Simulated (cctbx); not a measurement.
**DyFeS3 across an absorption edge**

Space group Pm-3m (no. 221), a = 4.6190 Å, b = 4.6190 Å, c = 4.6190 Å, α = 90.00°, β = 90.00°, γ = 90.00°.

| atom | mult. | x | y | z | Ueq (Å²) |
| --- | --- | --- | --- | --- | --- |
| Dy1 | 1 | 0 | 0 | 0 | 0.0209 |
| Fe1 | 1 | 1/2 | 1/2 | 1/2 | 0.0250 |
| S1 | 3 | 1/2 | 0 | 1/2 | 0.0309 |

The model is made up (kin elements in a known structure type, no relaxation), so it says nothing on whether the phase exists.

Calculated with cctbx: free-atom f′ and f″ from the Sasaki tables, no fine structure; amplitudes in electrons.

```
E (eV)  F 1 2 3  F 1 3 1  F 2 1 2  F 0 3 2
  6512     29.9     40.0     15.7     14.0
  6862     28.7     40.0     15.7     14.0
  6992     27.9     40.2     16.0     14.2
  7052     27.2     40.7     16.4     14.6
  7082     26.7     41.1     16.9     15.1
  7097     26.1     41.6     17.4     15.6
  7104     25.6     42.1     17.9     16.0
  7108     25.1     42.7     18.5     16.5
  7116     25.3     42.6     18.5     16.5
  7120     25.9     41.9     17.8     15.9
  7127     26.4     41.4     17.2     15.3
  7142     26.9     40.7     16.5     14.7
  7172     27.4     40.0     15.8     14.0
  7262     27.9     38.9     14.6     12.9
  7512     27.6     36.8     12.5     11.0
```

**Question.** Which edge is crossed, and why do the reflections move as they do?

The K edge of Fe. The edge is at 7112 eV. f′ of Fe falls from -3.8 e at 6992 eV to -7.3 e at 4 eV below it, and f″ steps from 0.47 to 3.94 e across it. Over that approach |F| changes by -10 % (1 2 3), +6 % (1 3 1), +16 % (2 1 2) and +16 % (0 3 2): a reflection falls where Fe scatters in phase with the total and rises where it scatters against it; it hardly moves where the Fe term is small or cancels by symmetry. Above the edge the larger f″ enters the imaginary part, where it can add to or cancel the other atoms' f″. The structure is centrosymmetric, so Friedel mates stay equal.

[Logs are printed without paths, hosts, clocks, repeated set-up lines and the standing remarks that a program may print on its own settings, such as how far it seeks lower states.]
